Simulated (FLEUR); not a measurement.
# free Ni(111) film, 5 layers: from one collinear state to anisotropy

Wanted: anisotropy for free Ni(111) film, 5 layers, with the cost of each step.

Calculated with FLEUR MaX-R8.1; PBE; all-electron FLAPW film, Dirac cores, scalar-relativistic bands.

**1. Set-up**

The cell holds 5 atoms: 5 Ni. Its edges and angles: a = 2.492 Å, b = 2.492 Å, c = 22.138 Å, α = 90.0°, β = 90.0°, γ = 120.0°. Layers at typed spacings, unrelaxed. Vacuum lies along c.

As a file:

```xyz
5
Lattice="2.4917 0.0000 0.0000 -1.2458 2.1579 0.0000 0.0000 0.0000 22.1380" Properties=species:S:1:pos:R:3
Ni    0.0000    0.0000    7.0000
Ni    1.2459    0.7193    9.0345
Ni    0.0000    1.4386   11.0690
Ni    0.0000    0.0000   13.1035
Ni    1.2459    0.7193   15.1380
```

It is built of layers of Ni (space group 225).

**2. Reference state**

The force theorems are single passes in this state's potential, so it has to be converged first.

No symmetry is used, so that later steps may turn the spins freely; k and −k are joined. FLEUR takes the sheet as a true film: the images along c are dropped, heights are typed in bohr, and the vacuum on both sides is semi-infinite. inpgen writes inp.xml from crystal.txt; cutoffs, mixing, functional, smearing and local orbitals are then set in the file. The k list scf (kpts.xml, not shown) is a Γ-centred 14×14×1 mesh; where the ranks do not divide the number of points, some are split in two of half the weight.

inp.xml

```
<?xml version="1.0" encoding="UTF-8" standalone="no"?>
<fleurInput fleurInputVersion="0.39">
   <comment>
      Ni
   </comment>
   <calculationSetup>
      <cutoffs Kmax="3.66" Gmax="11.0" GmaxXC="11.0" numbands="0"/>
      <scfLoop itmax="150" minDistance="0.00002" maxIterBroyd="15" imix="Anderson" alpha="0.03" precondParam="0.0" spinf="2.0" sdNocoIR="T"/>
      <coreElectrons ctail="F" frcor="F" kcrel="0" coretail_lmax="0"/>
      <xcFunctional name="pbe" relativisticCorrections="F"/>
      <magnetism jspins="2" l_noco="F" l_ss="F">
         <qss>0.0 0.0 0.0</qss>
         <mtNocoParams l_mperp="F" l_mtNocoPot="F" l_relaxSQA="F" mag_mixing_scheme="0" mix_RelaxWeightOffD="1.0" l_constrained="F" mix_constr="1.0"/>
         <sourceFreeMag l_sourceFree="F" l_scaleMag="F" mag_scale="1.0"/>
      </magnetism>
      <soc l_soc="F" theta="0.0" phi="0.0" spav="F"/>
      <expertModes spex="0" secvar="F"/>
      <geometryOptimization l_f="F" forcealpha="1.0" forcemix="BFGS" epsdisp="0.00001" epsforce="0.00001"/>
      <ldaU l_linMix="F" mixParam="0.05" spinf="1.0"/>
   </calculationSetup>
   <cell>
      <bzIntegration valenceElectrons="90.0" mode="hist" fermiSmearingEnergy="0.00183747">
         <kPointListSelection listName="scf"/>
         <xi:include xmlns:xi="http://www.w3.org/2001/XInclude" href="kpts.xml"> </xi:include>
      </bzIntegration>
      <xi:include xmlns:xi="http://www.w3.org/2001/XInclude" href="sym.xml"> </xi:include>
      <filmLattice scale="1.0" dVac="20.66" dTilda="23.16">
         <bravaisMatrixFilm>
            <row-1>    4.7086300406703598     0.0000001262337051</row-1>
            <row-2>   -2.3543151296652853     4.0777931691130949</row-2>
         </bravaisMatrixFilm>
         <vacuumEnergyParameters vacuum="1" spinUp="-.25" spinDown="-.25"/>
         <vacuumEnergyParameters vacuum="2" spinUp="-.25" spinDown="-.25"/>
      </filmLattice>
   </cell>
   <atomSpecies>
      <species name="Nickel (Ni1.000" element="Ni" atomicNumber="28">
         <mtSphere radius="2.24" gridPoints="741" logIncrement="0.016"/>
         <atomicCutoffs lmax="8" lnonsphr="6"/>
         <electronConfig flipSpins="F">
            <coreConfig>(1s1/2) (2s1/2) (2p1/2) (2p3/2)</coreConfig>
            <valenceConfig>(3s1/2) (3p1/2) (3p3/2) (4s1/2) (3d3/2) (3d5/2)</valenceConfig>
            <stateOccupation state="(3d3/2)" spinUp="1.6" spinDown="1.6"/>
            <stateOccupation state="(3d5/2)" spinUp="2.9" spinDown="1.9"/>
         </electronConfig>
         <energyParameters s="4" p="4" d="3" f="4"/>
         <lo type="SCLO" l="0" n="3" eDeriv="0"/>
         <lo type="SCLO" l="1" n="3" eDeriv="0"/>
      </species>
   </atomSpecies>
   <atomGroups>
      <atomGroup species="Nickel (Ni1.000">
         <filmPos label="                   1">.0000000000 .0000000000 -7.6893119964</filmPos>
         <force calculate="T" relaxXYZ="TTT"/>
         <nocoParams  alpha="0.0" beta="0.0"/>
      </atomGroup>
      <atomGroup species="Nickel (Ni1.000">
         <filmPos label="                   2">-1.000/3.000 1.000/3.000 -3.8446559982</filmPos>
         <force calculate="T" relaxXYZ="TTT"/>
         <nocoParams  alpha="0.0" beta="0.0"/>
      </atomGroup>
      <atomGroup species="Nickel (Ni1.000">
         <filmPos label="                   3">1.000/3.000 -1.000/3.000 .0000000000</filmPos>
         <force calculate="T" relaxXYZ="TTT"/>
         <nocoParams  alpha="0.0" beta="0.0"/>
      </atomGroup>
      <atomGroup species="Nickel (Ni1.000">
         <filmPos label="                   4">.0000000000 .0000000000 3.8446559982</filmPos>
         <force calculate="T" relaxXYZ="TTT"/>
         <nocoParams  alpha="0.0" beta="0.0"/>
      </atomGroup>
      <atomGroup species="Nickel (Ni1.000">
         <filmPos label="                   5">-1.000/3.000 1.000/3.000 7.6893119964</filmPos>
         <force calculate="T" relaxXYZ="TTT"/>
         <nocoParams  alpha="0.0" beta="0.0"/>
      </atomGroup>
   </atomGroups>
   <output dos="F" band="F" slice="F">
      <bandDOS minEnergy="-.5*Htr" maxEnergy="0.5*Htr" sigma="0.015" storeEVData="T"/>
      <plotting iplot="0" polar="F">
         <plot TwoD="T" vec1="  1.0  0.0  0.0" vec2="  0.0  1.0  0.0" vec3="  0.0  0.0  1.0" zero="  0.0  0.0 -0.5" file="plot"/>
      </plotting>
      <moessbauerParams electricFieldGradient="F" isomerShift="F" coreHyperfine="F" valenceHyperfine="F"/>
   </output>
</fleurInput>
```

crystal.txt

```
Ni
&input film=T cartesian=F /
2.49169971213  0.00000006680  0.00000000000
-1.24584991392  2.15787521590  0.00000000000
0.00000000000  0.00000000000  1.00000000000
1.8897261246
1.0 1.0 1.0

5
28 0.00000000000  0.00000000000  -7.68931199637 : 1.000
28 0.66666666667  0.33333333333  -3.84465599818 : 1.000
28 0.33333333333  0.66666666667  0.00000000000 : 1.000
28 0.00000000000  0.00000000000  3.84465599818 : 1.000
28 0.66666666667  0.33333333333  7.68931199637 : 1.000

&kpt div1=14 div2=14 div3=1 gamma=T /
```

Started as:

```sh
$ OMP_NUM_THREADS=1 inpgen -f crystal.txt -nosym -noco > inpgen.log  # inp.xml is then edited as shown
$ OMP_NUM_THREADS=1 mpirun -n 8 fleur_MPI > fleur.log
```

What it wrote:

```text
Welcome to FLEUR        (www.flapw.de)
      MaX-Release 8.1          (www.max-centre.eu)

 ========== k-point set info ==========
 Selected k-point list: scf
 k-point list type: mesh
 0 x 0 x 0
 Number of k points: 104

 ------------Calculation Setup---------------------------
 Number of MPI-tasks      :            8
 Number of PE/node        :            8
 Number of OMP-threads    :            1
 k-points in parallel     :            8
 pe's per k-point         :            1
 No of k-point loops      :           13
 Eigenvalue solver        :       lapack
 Number of basis functions:          411
 Approximate size of matrices (H+S) per k-point:         0.005 GB
 --------------------------------------------------------
 Iteration:     1   Distance:      34.48613526 me/bohr^3
 Iteration:     2   Distance:      44.77299163 me/bohr^3
 Iteration:     3   Distance:      23.08789288 me/bohr^3
 Iteration:     4   Distance:      18.69499594 me/bohr^3
 Iteration:     5   Distance:      14.69892246 me/bohr^3
 Iteration:     6   Distance:       7.79879524 me/bohr^3
 Iteration:     7   Distance:       7.46839195 me/bohr^3
 Iteration:     8   Distance:       6.39182312 me/bohr^3
 Iteration:     9   Distance:       7.42392263 me/bohr^3
 Iteration:    10   Distance:       6.98218327 me/bohr^3
[... 34 iterations left out ...]
 Iteration:    45   Distance:       0.00022413 me/bohr^3
 Iteration:    46   Distance:       0.00018310 me/bohr^3
 Iteration:    47   Distance:       0.00012041 me/bohr^3
 Iteration:    48   Distance:       0.00036641 me/bohr^3
 Iteration:    49   Distance:       0.00028664 me/bohr^3
 Iteration:    50   Distance:       0.00020178 me/bohr^3
 Iteration:    51   Distance:       0.00004896 me/bohr^3
 Iteration:    52   Distance:       0.00004116 me/bohr^3
 Iteration:    53   Distance:       0.00002751 me/bohr^3
 Iteration:    54   Distance:       0.00001666 me/bohr^3

 ********************************************************************
 Run finished successfully
 Stop message:
   all done
 ********************************************************************

--- out.xml (last complete iteration) ---
<iteration numberForCurrentRun="   54" overallNumber="   54">
         [... left out ...]
         <bandgap value="0.0000000003" units="eV"/>
         <sumValenceSingleParticleEnergies value="-128.6706700367" units="Htr"/>
         <FermiEnergy value="-0.1854717661" units="Htr"/>
         <valenceDensity>
            <mtCharges spin="1">
               <mtCharge atomType="1" total="8.7961585" s="1.2026048" p="3.1318810" d="4.4505811" f="0.0084069"/>
               <mtCharge atomType="2" total="8.8434597" s="1.2007929" p="3.1733613" d="4.4541012" f="0.0116437"/>
               <mtCharge atomType="3" total="8.8331377" s="1.2050862" p="3.1757891" d="4.4371130" f="0.0116010"/>
               <mtCharge atomType="4" total="8.8434597" s="1.2007929" p="3.1733613" d="4.4541012" f="0.0116437"/>
               <mtCharge atomType="5" total="8.7961584" s="1.2026048" p="3.1318810" d="4.4505810" f="0.0084069"/>
            </mtCharges>
            <mtCharges spin="2">
               <mtCharge atomType="1" total="8.0858406" s="1.2039168" p="3.1485688" d="3.7219613" f="0.0087504"/>
               <mtCharge atomType="2" total="8.1355561" s="1.2058448" p="3.1925953" d="3.7210586" f="0.0125381"/>
               <mtCharge atomType="3" total="8.1514852" s="1.2077550" p="3.1934594" d="3.7344219" f="0.0123576"/>
               <mtCharge atomType="4" total="8.1355559" s="1.2058447" p="3.1925953" d="3.7210584" f="0.0125381"/>
               <mtCharge atomType="5" total="8.0858400" s="1.2039168" p="3.1485688" d="3.7219607" f="0.0087504"/>
            </mtCharges>
            <spinDependentCharge spin="1" total="46.6722040" interstitial="2.4692925" mtSpheres="44.1123739" vacuum1="0.0452688" vacuum2="0.0452688"/>
            <spinDependentCharge spin="2" total="43.3277962" interstitial="2.6373623" mtSpheres="40.5942778" vacuum1="0.0480780" vacuum2="0.0480780"/>
            <totalCharge value="90.0000002443"/>
         </valenceDensity>
         [... left out ...]
         <allElectronCharges>
            <spinDependentCharge spin="1" total="71.6722040" interstitial="2.4692925" mtSpheres="69.1123739" vacuum1="0.0452688" vacuum2="0.0452688"/>
            <spinDependentCharge spin="2" total="68.3277962" interstitial="2.6373623" mtSpheres="65.5942778" vacuum1="0.0480780" vacuum2="0.0480780"/>
            <totalCharge value="140.0000002461"/>
         </allElectronCharges>
         <magneticMomentsInMTSpheres units="muBohr">
            <globalMagMoment atomType="1" vec="0.00000   0.00000   0.71032"/>
            <localMagMoment atomType="1" vec="0.00000   0.00000   0.71032"/>
            <globalMagMoment atomType="2" vec="0.00000   0.00000   0.70790"/>
            <localMagMoment atomType="2" vec="0.00000   0.00000   0.70790"/>
            <globalMagMoment atomType="3" vec="0.00000   0.00000   0.68165"/>
            <localMagMoment atomType="3" vec="0.00000   0.00000   0.68165"/>
            <globalMagMoment atomType="4" vec="0.00000   0.00000   0.70790"/>
            <localMagMoment atomType="4" vec="0.00000   0.00000   0.70790"/>
            <globalMagMoment atomType="5" vec="0.00000   0.00000   0.71032"/>
            <localMagMoment atomType="5" vec="0.00000   0.00000   0.71032"/>
         </magneticMomentsInMTSpheres>
         <moessbauerParams unitsHFF="kG" unitsIS="e/bohr^3" unitsEFG="Htr/bohr^2">
         </moessbauerParams>
         <totalEnergy value="    -7604.1049026020" units="Htr">
            <sumOfEigenvalues value="    -4432.5323902180">
               <coreElectrons value="-4303.8617201813"/>
               <valenceElectrons value="-128.6706700367"/>
            </sumOfEigenvalues>
            <densityCoulombPotentialIntegral value="-11744.7750462748"/>
            <densityEffectivePotentialIntegral value="-12157.7531083472"/>
            <chargeDenXCDenIntegral value="-317.9072629682"/>
            <FockExchangeEnergyValence value="0.0000000000"/>
            <FockExchangeEnergyCore value="0.0000000000"/>
            <atomTypeDependentContributions atomType="1">
               <electronNucleiInteractionDifferentMTs value="1823.5361145169"/>
               <MadelungTerm value="-4.3372144468"/>
            </atomTypeDependentContributions>
            <atomTypeDependentContributions atomType="2">
               <electronNucleiInteractionDifferentMTs value="1824.1836124963"/>
               <MadelungTerm value="-3.5793120121"/>
            </atomTypeDependentContributions>
            <atomTypeDependentContributions atomType="3">
               <electronNucleiInteractionDifferentMTs value="1824.2063552313"/>
               <MadelungTerm value="-3.5519724636"/>
            </atomTypeDependentContributions>
            <atomTypeDependentContributions atomType="4">
               <electronNucleiInteractionDifferentMTs value="1824.1836116815"/>
               <MadelungTerm value="-3.5793124584"/>
            </atomTypeDependentContributions>
            <atomTypeDependentContributions atomType="5">
               <electronNucleiInteractionDifferentMTs value="1823.5361149649"/>
               <MadelungTerm value="-4.3372143539"/>
            </atomTypeDependentContributions>
            <tkbTimesEntropy value="0.0028033751"/>
            <freeEnergy value="-7604.1077059771"/>
            <extrapolationTo0K value="-7604.1063042895"/>
         </totalEnergy>
         <densityConvergence units="me/bohr^3">
            <chargeDensity spin="1" distance="0.0000050002"/>
            <chargeDensity spin="2" distance="0.0000134497"/>
            <overallChargeDensity distance="0.0000166632"/>
            <spinDensity distance="0.0000115816"/>
         </densityConvergence>
      </iteration>
```

The job ended after 5.9 min (8 MPI ranks of Arm Neoverse V1, shared host; peak memory 1.5 GiB; 47 min of CPU time).

Spin moment in the muffin-tin sphere by atom:

| atom | spin moment in the muffin-tin sphere (μB) |
| --- | --- |
| Ni1 | 0.710 |
| Ni2 | 0.708 |
| Ni3 | 0.682 |
| Ni4 | 0.708 |
| Ni5 | 0.710 |

Read from the output:

```yaml
free_energy: -206918.3118 eV
program_s_band_gap_on_this_mesh_in_a_metal_only_a_level_spacing: 3.00e-10 eV
magnetization: 3.344 μB
final_state: ferromagnetic
```

After 54 cycles the largest moment stands at 0.710 μB.

**3. Energy against the direction of the moments, rung 1**

Anisotropy is a small difference, so it is taken from sums over occupied states at a frozen potential, where most errors cancel.

One pass with spin–orbit coupling for each direction, from the saved density. Inversion lets half of the mesh serve, which the program's warning doesn't know. The k list mae (kpts.xml, not shown) is a Γ-centred 23×23×1 mesh.

Changes to inp.xml since step 2:

```diff
@@ -6,4 +6,4 @@
    <calculationSetup>
-      <cutoffs Kmax="3.66" Gmax="11.0" GmaxXC="11.0" numbands="0"/>
-      <scfLoop itmax="150" minDistance="0.00002" maxIterBroyd="15" imix="Anderson" alpha="0.03" precondParam="0.0" spinf="2.0" sdNocoIR="T"/>
+      <cutoffs Kmax="3.66" Gmax="11.0" GmaxXC="11.0" numbands="170"/>
+      <scfLoop itmax="1" minDistance="0.00002" maxIterBroyd="15" imix="Anderson" alpha="0.03" precondParam="0.0" spinf="2.0" sdNocoIR="T"/>
       <coreElectrons ctail="F" frcor="F" kcrel="0" coretail_lmax="0"/>
@@ -15,3 +15,3 @@
       </magnetism>
-      <soc l_soc="F" theta="0.0" phi="0.0" spav="F"/>
+      <soc l_soc="T" theta="0.0" phi="0.0" spav="F"/>
       <expertModes spex="0" secvar="F"/>
@@ -22,3 +22,3 @@
       <bzIntegration valenceElectrons="90.0" mode="hist" fermiSmearingEnergy="0.00183747">
-         <kPointListSelection listName="scf"/>
+         <kPointListSelection listName="mae"/>
          <xi:include xmlns:xi="http://www.w3.org/2001/XInclude" href="kpts.xml"> </xi:include>
@@ -84,2 +84,5 @@
    </output>
+   <forceTheorem>
+      <MAE theta="0.0 1.5707963 1.5707963" phi="0.0 0.0 1.5707963"/>
+   </forceTheorem>
 </fleurInput>
```

Started as:

```sh
$ OMP_NUM_THREADS=1 mpirun -n 8 fleur_MPI -warn_only > fleur.log
```

What it wrote:

```text
[banner, memory and clock lines left out]
Welcome to FLEUR        (www.flapw.de)
      MaX-Release 8.1          (www.max-centre.eu)
************FLEUR-Warning*****************
Error message: k-point set is not compatible to missing time-reversal symmetry in calculation.
Error occurred in subroutine: gen_bz
Error from PE:0/8
Other PEs with error messages:
     2-k-point set is not compatible to missing time-reversal symmetry in calculation.
     7-k-point set is not compatible to missing time-reversal symmetry in calculation.
*****************************************

 ========== k-point set info ==========
 Selected k-point list: mae
 k-point list type: mesh
 0 x 0 x 0
 Number of k points: 272

 [... set-up left out ...]
 ********************************************************************
 Run finished successfully
 Stop message:
   Forcetheorem MAE
 ********************************************************************

--- out.xml (force theorem) ---
<Forcetheorem_MAE Angles="3" units="Htr">
            <Angle theta="0.0000000" phi="0.0000000" ev-sum="-128.675633741"/>
            <Angle theta="1.5707963" phi="0.0000000" ev-sum="-128.675667610"/>
            <Angle theta="1.5707963" phi="1.5707963" ev-sum="-128.675667680"/>
         </Forcetheorem_MAE>
```

Wall time 92 s (8 MPI ranks); peak memory 2.2 GiB.

Anisotropy energies, by row:

| axis | x | y | z | band energy less the first axis' (meV a cell) |
| --- | --- | --- | --- | --- |
| z | 0 | 0 | 1 | 0 |
| x | 1 | 0 | 0 | -0.9216 |
| y | 0 | 1 | 0 | -0.9235 |

Shape anisotropy is not in these numbers.

**4. Energy against the direction of the moments, rung 2**

A second rung shows how far the first can be trusted.

The k list mae (kpts.xml, not shown) is a Γ-centred 35×35×1 mesh.

inp.xml is that of step 3.

What it wrote:

```text
[banner, memory and clock lines left out]
Welcome to FLEUR        (www.flapw.de)
      MaX-Release 8.1          (www.max-centre.eu)
************FLEUR-Warning*****************
Error message: k-point set is not compatible to missing time-reversal symmetry in calculation.
Error occurred in subroutine: gen_bz
Error from PE:0/8
Other PEs with error messages:
     2-k-point set is not compatible to missing time-reversal symmetry in calculation.
     4-k-point set is not compatible to missing time-reversal symmetry in calculation.
[...]
========== k-point set info ==========
 Selected k-point list: mae
 k-point list type: mesh
 0 x 0 x 0
 Number of k points: 616

 [... set-up left out ...]
 ********************************************************************
 Run finished successfully
 Stop message:
   Forcetheorem MAE
 ********************************************************************

--- out.xml (force theorem) ---
<Forcetheorem_MAE Angles="3" units="Htr">
            <Angle theta="0.0000000" phi="0.0000000" ev-sum="-128.675457459"/>
            <Angle theta="1.5707963" phi="0.0000000" ev-sum="-128.675485664"/>
            <Angle theta="1.5707963" phi="1.5707963" ev-sum="-128.675485711"/>
         </Forcetheorem_MAE>
```

Elapsed: 3.4 min, on 8 MPI ranks; peak memory 3.7 GiB; 27 min of CPU time.

Anisotropy energies, by row:

| axis | x | y | z | band energy less the first axis' (meV a cell) |
| --- | --- | --- | --- | --- |
| z | 0 | 0 | 1 | 0 |
| x | 1 | 0 | 0 | -0.7675 |
| y | 0 | 1 | 0 | -0.7688 |

(Part 1 of 2 ends here.)

[Logs and program files are shortened in this print: banners, set-up blocks, solver, clock and traceback lines can be left out without a mark of their own.]

[Logs are printed without paths, hosts, clocks, repeated set-up lines and the standing remarks that a program may print on its own settings, such as how far it seeks lower states.]

[Hosts, paths, dates, database ids (printed as entryN), source tags and the programs' standing remarks are cut or masked in the printed files.]

[Where a cell is said to come from a database of computed structures, the database is the Materials Project.]
